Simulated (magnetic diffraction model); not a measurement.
**NaNiSeS below its ordering temperature**

Space group R3m (no. 160), a = 3.5860 Å, c = 20.3490 Å.

```csv
site,atom,x,y,z
3a,Se,0,0,0.2703
3a,Ni,2/3,1/3,0.3331
3a,S,2/3,1/3,0.0605
3a,Na,0,0,0.1518
```

The compound is invented for this exercise: a known structure type with other elements, its cell scaled to their sizes and not relaxed.

Only Ni is taken to order (form factors of Ni3+); orders and moment sizes are assumed, and not adapted to the symmetry. Radiation: neutrons of λ = 2.41 Å, 8° to 80°; isotropic B of 0.21 Å² (Se), 0.28 Å² (Ni), 0.32 Å² (S) and 0.25 Å² (Na). The intensities are simulated: I ∝ L Σ (|F_N|² + |F_M⊥|²) for unpolarised neutrons, with F_M = 2.695 fm/μB × Σ f(s) S exp(2πi Q·r) exp(−B s²) at Q = H ± k (one set where k and −k are equivalent), only the part normal to Q counting and L = 1/(sin²θ cos θ). For collinear order S is the moment m, which repeats by lattice and centring translations R with the sign exp(−2πi k·R). Form factors are spin-only for 3d ions and dipole or tabulated for f ions, scattering lengths are Sears's of 1992, and absorption is left out. A label names one of the reflections at its angle. The strongest nuclear line in the range is 100, and lines under 0.2 are left out.

Above the ordering temperature:

```tsv
2θ (°)	index	I
20.47	(0 0 3)	79.0
41.62	(0 0 6)	9.5
46.22	(1 0 1)	70.4
47.87	(0 1 2)	2.4
54.08	(1 0 4)	82.2
58.43	(0 1 5)	3.9
64.41	(0 0 9)	2.2
69.19	(1 0 7)	100.0
75.52	(0 1 8)	58.5
```

Below it (cell unchanged):

```tsv
2θ (°)	I
20.47	79.0
23.41	1.7
26.28	1.4
35.66	0.8
41.46	0.6
41.62	9.5
44.68	0.4
46.22	70.4
47.87	2.4
54.08	82.2
54.47	0.3
58.43	3.9
58.55	0.3
61.58	0.2
62.22	0.2
63.58	0.2
64.41	2.2
68.85	0.2
69.19	100.0
72.68	0.2
74.97	0.2
75.52	58.5
78.11	0.2
```

**Question.** Check that the new lines index with k = (1/2 1/2 0), then choose among these models:
A. collinear moments along [120], 0.85 μB on Ni
B. collinear moments along [101], 0.85 μB on Ni
C. collinear moments along [001], 0.85 μB on Ni

The new lines index as (1/2 -1/2 1) at 23.41°, (-1/2 1/2 2) at 26.28°, (1/2 -1/2 4) at 35.66° and (-1/2 1/2 5) at 41.46°, that is as H ± k with k = (1/2 1/2 0), one of 3 inequivalent arms of its star (k and −k counted as one), which a powder can't tell apart. Half indices mean that the moments reverse under translations with k·R a half-integer, and the magnetic cell has twice the primitive volume.

Magnetic intensity, observed (below minus above) and for each model:

| 2θ (°) | index | observed | A | B | C |
| --- | --- | --- | --- | --- | --- |
| 23.41 | (1/2 -1/2 1) | 1.7 | 1.7 | 1.8 | 2.0 |
| 26.28 | (-1/2 1/2 2) | 1.4 | 1.4 | 1.4 | 1.2 |
| 35.66 | (1/2 -1/2 4) | 0.8 | 0.8 | 0.2 | 0.3 |
| 39.27 | (1/2 1/2 0) | <0.2 | <0.2 | 0.7 | 0.7 |
| 41.46 | (-1/2 1/2 5) | 0.6 | 0.6 | 0.3 | <0.2 |
| 44.68 | (1/2 1/2 3) | 0.4 | 0.4 | 0.8 | 0.8 |

Model A matches.

The structure used: k = (1/2 1/2 0), collinear moments along [120], 0.85 μB on Ni.

[Logs are printed without paths, hosts, clocks, repeated set-up lines and the standing remarks that a program may print on its own settings, such as how far it seeks lower states.]
